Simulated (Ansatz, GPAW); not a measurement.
# How TaCuP2 (model structure) absorbs and reflects light, part 2 of 3

Aim: the dielectric function of TaCuP2 (model structure), and the optical constants that follow from it. The cell was made here by substitution or stacking, whether or not such a phase is known. It was built so: All N replaced by P in the R-3m structure of TaCuN2. The cell is first relaxed with Ansatz.

GPAW 26.7.0; DFT, PBE, plane-wave PAW (GPAW data sets), scalar-relativistic, RPA, optical limit.

So far: Set-up; Relaxation.

### Step 3. Ground state

First the ground state: is it a metal or has it a gap?

This step: DFT, PBE, plane-wave PAW (GPAW data sets), scalar-relativistic, ground state (GPAW 26.7.0).

gs.py reads:

```python
from ase import Atoms
from ase.dft.bandgap import bandgap
from gpaw import GPAW, PW, FermiDirac

atoms = Atoms(['Ta', 'Cu', 'P', 'P'],
              cell=[[1.607793327098, 0.928259910201, 7.831980853900],
                    [-1.607793327098, 0.928259910201, 7.831980853900],
                    [0.000000000000, -1.856519820402, 7.831980853900]],
              scaled_positions=[[0.500000000000, 0.500000000000, 0.500000000000],
                                [0.000000000000, 0.000000000000, 0.000000000000],
                                [0.905827552900, 0.905827552900, 0.905827552900],
                                [0.094172447100, 0.094172447100, 0.094172447100]],
              pbc=[True, True, True])
atoms.calc = GPAW(mode=PW(500), xc='PBE', kpts={'size': (8, 8, 8), 'gamma': True},
                  occupations=FermiDirac(0.05), maxiter=150, txt='gs.txt')
print('energy (eV)', atoms.get_potential_energy())
print('Fermi level (eV)', atoms.calc.get_fermi_level())
print('valence electrons', atoms.calc.get_number_of_electrons())
print('gap (eV)', bandgap(atoms.calc, output=None)[0])
print('direct gap (eV)', bandgap(atoms.calc, direct=True, output=None)[0])
atoms.calc.write('gs.gpw')
```

Run with:

```
$ OMP_NUM_THREADS=1 python gs.py
```

Numbers of over 12 decimals in the logs are rounded to 6 here.

The program printed:

```text
__  _  _
 | _ |_)|_||  |
 |__||  | ||/\| - 26.7.0

Versions:
  Python: 3.12.14
  ASE:    3.29.0
  Numpy:  2.5.5
  Scipy:  1.18.1
  Libxc:  7.0.0

Input parameters:
  mode=PW(ecut=500.0),
  kpts=MonkhorstPack(size=(8, 8, 8), gamma=True),
  maxiter=150,
  occupations=Occupations(name='fermi-dirac', width=0.05, fixmagmom=False),
  xc=XC(name='PBE')

Diagonalizing LCAO Hamiltonian
Converting LCAO to pw mode

       P

       Ta

       P

       Cu

Atoms  # Å, Bohr magnetons
|   | symbol |         x |         y |         z |    initial magnetic moments |
| 0 |     Ta |  0.000000 |  0.000000 | 11.747971 | ( 0.0000,  0.0000,  0.0000) |
| 1 |     Cu |  0.000000 |  0.000000 |  0.000000 | ( 0.0000,  0.0000,  0.0000) |
| 2 |      P |  0.000000 | -0.000000 | 21.283272 | ( 0.0000,  0.0000,  0.0000) |
| 3 |      P | -0.000000 | -0.000000 |  2.212670 | ( 0.0000,  0.0000,  0.0000) |

Unit cell  # Å
| periodic |         x |         y |        z |  lengths |    angles |
|      yes |  1.607793 |  0.928260 | 7.831981 | 8.049012 | 23.044727 |
|      yes | -1.607793 |  0.928260 | 7.831981 | 8.049012 | 23.044727 |
|      yes |  0.000000 | -1.856520 | 7.831981 | 8.049012 | 23.044727 |

Number of symmetries: 12
Symmetry operations  # r_c * U_cc + t_c -> r_c
|    | kind |            matrix            |
|  0 |  E   |  1, 0, 0,  0, 1, 0,  0, 0, 1 |
|  1 |  σ   |  1, 0, 0,  0, 0, 1,  0, 1, 0 |
|  2 |  σ   |  0, 1, 0,  1, 0, 0,  0, 0, 1 |
|  3 |  C3  |  0, 1, 0,  0, 0, 1,  1, 0, 0 |
|  4 |  C3  |  0, 0, 1,  1, 0, 0,  0, 1, 0 |
|  5 |  σ   |  0, 0, 1,  0, 1, 0,  1, 0, 0 |
|  6 |  C2  |  0, 0,-1,  0,-1, 0, -1, 0, 0 |
|  7 |  S6  |  0, 0,-1, -1, 0, 0,  0,-1, 0 |
|  8 |  S6  |  0,-1, 0,  0, 0,-1, -1, 0, 0 |
|  9 |  C2  |  0,-1, 0, -1, 0, 0,  0, 0,-1 |
| 10 |  C2  | -1, 0, 0,  0, 0,-1,  0,-1, 0 |
| 11 |  i   | -1, 0, 0,  0,-1, 0,  0, 0,-1 |

BZ-sampling:
  Number of BZ points: 512
  Number of IBZ points: 65

  Monkhorst-Pack size: [8, 8, 8]
  Monkhorst-Pack shift: [0.0625, 0.0625, 0.0625]

K-points  # in reciprocal-cell coordinates
|     |                                coordinates |     weight |
|   0 | (  0.00000000,   0.00000000,   0.00000000) | 0.00195312 |
|   1 | (  0.12500000,   0.00000000,  -0.12500000) | 0.01171875 |
|   2 | (  0.12500000,   0.00000000,   0.00000000) | 0.01171875 |
|   3 | (  0.12500000,   0.12500000,  -0.12500000) | 0.01171875 |
|   4 | (  0.12500000,   0.12500000,   0.00000000) | 0.01171875 |
|   5 | (  0.12500000,   0.12500000,   0.12500000) | 0.00390625 |
|   6 | (  0.25000000,  -0.12500000,  -0.12500000) | 0.01171875 |
|   7 | (  0.25000000,   0.00000000,  -0.25000000) | 0.01171875 |
|   8 | (  0.25000000,   0.00000000,  -0.12500000) | 0.02343750 |
|   9 | (  0.25000000,   0.00000000,   0.00000000) | 0.01171875 |
| ... |                                            |            |
|  64 | (  0.50000000,   0.50000000,   0.50000000) | 0.00195312 |

Plane wave coefficients: 1798
Cutoff: 500.0 eV

Spin-components: 1 (collinear spins)
Bands:           25
Projectors:      22
Spin-degeneracy: 2
Datatype:        complex128

Parallelization:
  kpt:    1
  domain: 1
  band:   1

Density:
  Valence electrons: 34.0
  Components: 1
  Grid points: [42 42 42]
  Charge: 0.0  # |e|

Potential:
  Grid points: [42 42 42]

species:
  Ta:
    name:    Tantalum
    id:
    Z:       73.0
    valence: 13
    core:    60
    charge:  0.0  # [|e|]
    compensation charges:
      type: gauss
      rc: 0.42  # [Å]
      lmax: 2
    cutoffs:
      filter: 2.36  # [Å]
      core: 3.45  # [Å]
    projectors
    | kind |    occ | energy [eV] | rcut [Å] |
    |   5s |  2.000 |     -72.790 |    1.365 |
    |   6s |  2.000 |      -5.429 |    1.365 |
    |   5p |  6.000 |     -39.427 |    1.349 |
    |   6p |  0.000 |      -1.396 |    1.349 |
    |   5d |  3.000 |      -3.603 |    1.307 |
    |    d |        |      23.609 |    1.307 |

    Using partial waves for Ta as LCAO basis

  Cu:
    name:    Copper
    id:
    Z:       29.0
    valence: 11
    core:    18
    charge:  0.0  # [|e|]
    compensation charges:
      type: gauss
      rc: 0.33  # [Å]
      lmax: 2
    cutoffs:
      filter: 2.06  # [Å]
      core: 2.43  # [Å]
    projectors
    | kind |    occ | energy [eV] | rcut [Å] |
    |   4s |  1.000 |      -4.609 |    1.164 |
    |   4p |  0.000 |      -0.698 |    1.164 |
    |   3d | 10.000 |      -5.039 |    1.058 |
    |    s |        |      22.603 |    1.164 |
    |    p |        |      26.513 |    1.164 |
    |    d |        |      22.172 |    1.058 |

    Using partial waves for Cu as LCAO basis

  P:
    name:    Phosphorus
    id:
    Z:       15.0
    valence: 5
    core:    10
    charge:  0.0  # [|e|]
    compensation charges:
      type: gauss
      rc: 0.30  # [Å]
      lmax: 2
    cutoffs:
      filter: 1.69  # [Å]
      core: 1.81  # [Å]
    projectors
    | kind |    occ | energy [eV] | rcut [Å] |
    |   3s |  2.000 |     -13.968 |    0.953 |
    |   3p |  3.000 |      -5.506 |    0.953 |
    |    s |        |      13.244 |    0.953 |
    |    p |        |      21.705 |    0.953 |
    |    d |        |       0.000 |    0.953 |

    Using partial waves for P as LCAO basis

Reference energy: -487799.720559  # eV

eigensolver:
  PPCG
  Converge bands: occupied
  niter=2

density mixing:
  MSR1-Mixer
  Pratt-step length: 0.05
  Maximum mixing coefficient: 0.75
  Old densities: 10
  SVD Regularization: 0.005
  Good broyden scale: 1.0
  Trust region scale: 1.0
  Backstep threshold: 4.0
  History deletion threshold: 6.0
  Fourier metric: weight=20.0, sigma=0.015

occupation numbers:
  Fermi-Dirac:
    width: 0.0500  # eV

poisson solver:
  ecut: 4000.0  # eV

xc functional:
  name: PBE with 2 nearest neighbor stencil

convergence criteria:
- Maximum [total energy] change in last 3 cyles: 0.0005 eV / valence electron
- Maximum integral of absolute [dens]ity change: 0.0001 electrons / valence electron
- Maximum integral of absolute [eigenst]ate change: 4e-08 eV^2 / valence electron
maximum number of iterations: 150

SCF iterations
|iter     |      energy | eigst |  dens |
|iter:   1||  -28.672154 | +0.50 |       |
|iter:   2||  -25.553659 | -0.77 | -0.82 |
|iter:   3||  -25.417917 | -2.62 | -1.26 |
|iter:   4||  -25.240223 | -1.71 | -1.30 |
|iter:   5||  -25.201468 | -2.75 | -1.45 |
|iter:   6||  -25.162753 | -2.73 | -1.55 |
|iter:   7||  -25.159639 | -3.21 | -1.82 |
|iter:   8||  -25.158628c| -3.59 | -2.30 |
|iter:   9||  -25.158664c| -4.91 | -2.79 |
|iter:  10||  -25.158729c| -5.25 | -3.01 |
|iter:  11||  -25.158725c| -6.15 | -3.46 |
|iter:  12||  -25.158726c| -6.33 | -3.93 |
|iter:  13||  -25.158726c| -7.64c| -4.45c|

Converged in 13 steps
SCF loop duration: 298.018 s (22.924 s/step)
Energy contributions relative to reference atoms: (reference = -487799.720559)

Energy contributions:
  Kinetic:          10.633371
  Coulomb:         -13.605952
  Zero:             -0.227251
  External:          0.000000
  Xc:              -21.953099
  Entropy:          -0.011591
  Spinorbit:         0.000000
  ----------------------------
  Free energy:     -25.164521
  Extrapolated:    -25.158726

dipole moment: (0.000000, -0.000000, -50.990864)  # |e|*Ang

Fermi level: 7.618
Eigenvalues  # (at kpt = [0.000, 0.000, 0.000])
| band index |      eig [eV] | occ [0-2] |
|          0 |       -59.990 |     2.000 |
|        ... |               |           |
|          8 |         5.008 |     2.000 |
|          9 |         5.008 |     2.000 |
|         10 |         5.061 |     2.000 |
|         11 |         5.235 |     2.000 |
|         12 |         5.235 |     2.000 |
|         13 |         5.546 |     2.000 |
|         14 |         6.070 |     2.000 |
|         15 |         6.070 |     2.000 |
|         16 |         8.795 |     0.000 |
|         17 |         8.795 |     0.000 |
|         18 |         9.830 |     0.000 |
|         19 |         9.830 |     0.000 |
|         20 |        11.659 |     0.000 |
|         21 |        13.175 |     0.000 |
|         22 |        13.175 |     0.000 |
|         23 |        13.989 |     0.000 |
|         24 |        16.828 |     0.000 |

No gap
No difference between direct/indirect transitions

--- standard output ---
energy (eV) -25.158726
Fermi level (eV) 7.617752
valence electrons 34.0
gap (eV) 0.0
direct gap (eV) 0.0
```

Elapsed: 5.2 min, on 1 thread of Arm Neoverse V1, shared host; peak memory 0.35 GiB.

Numbers from this step:

```
energy       : -25.16 eV
Fermi energy : 7.618 eV
electrons    : 34
```

There are states at the Fermi level within the smearing, so the occupations stay smeared and the carriers get a Drude term.

### Step 4. Bands for the response

At the fixed density, many empty bands are solved on the mesh of the response, since the spectrum sums over them.

This step: DFT, PBE, plane-wave PAW (GPAW data sets), scalar-relativistic, bands at fixed density (GPAW 26.7.0).

nscf.py reads:

```python
from ase.dft.bandgap import bandgap
from gpaw import GPAW, FermiDirac

calc = GPAW('gs.gpw').fixed_density(kpts={'size': (11, 11, 11), 'gamma': True}, nbands=58, convergence={'bands': 52},
                                    occupations=FermiDirac(0.05), txt='nscf.txt')
print('gap (eV)', bandgap(calc, output=None)[0])
print('direct gap (eV)', bandgap(calc, direct=True, output=None)[0])
print('top band over the Fermi level (eV)', min(calc.get_eigenvalues(kpt=k)[51] for k in range(len(calc.get_ibz_k_points()))) - calc.get_fermi_level())
calc.write('full.gpw', mode='all')
```

Run with:

```
$ OMP_NUM_THREADS=1 python nscf.py
```

The program printed:

```text
Diagonalizing LCAO Hamiltonian
Converting LCAO to pw mode
convergence criteria:
- Maximum integral of absolute [eigenst]ate change: 4e-08 eV^2 / valence electron
maximum number of iterations: 150

SCF iterations
|iter     |      energy | eigst |  dens |
|iter:   1||             | +3.34 |       |
|iter:   2||             | +2.14 |       |
|iter:   3||             | +1.06 |       |
|iter:   4||             | -0.15 |       |
|iter:   5||             | -1.05 |       |
|iter:   6||             | -2.08 |       |
|iter:   7||             | -2.93 |       |
|iter:   8||             | -3.94 |       |
|iter:   9||             | -4.77 |       |
|iter:  10||             | -5.75 |       |
|iter:  11||             | -6.55 |       |
|iter:  12||             | -7.27 |       |
|iter:  13||             | -7.77c|       |
SCF steps: 13
  __  _  _
 | _ |_)|_||  |
 |__||  | ||/\| - 26.7.0

Versions:
  Python: 3.12.14
  ASE:    3.29.0
  Numpy:  2.5.5
  Scipy:  1.18.1
  Libxc:  7.0.0

Input parameters:
  mode=PW(ecut=500.0),
  convergence={'bands': 52},
  gpts=array([42, 42, 42]),
  kpts=MonkhorstPack(size=(11, 11, 11), gamma=True),
  maxiter=150,
  nbands=58,
  occupations=Occupations(name='fermi-dirac', width=0.05, fixmagmom=False),
  parallel={},
  xc=XC(name='PBE')

--- standard output ---
gap (eV) 0.0
direct gap (eV) 0.0
top band over the Fermi level (eV) 27.062620
```

The job ended after 22 min (1 thread; peak memory 0.6 GiB).

(Continued in part 3 of 3.)

[Machine, clock and banner lines and Python warnings are left out of the logs.]

[Logs are printed without paths, hosts, clocks, repeated set-up lines and the standing remarks that a program may print on its own settings, such as how far it seeks lower states.]

[Hosts, paths, dates, database ids (printed as entryN), source tags and the programs' standing remarks are cut or masked in the printed files.]
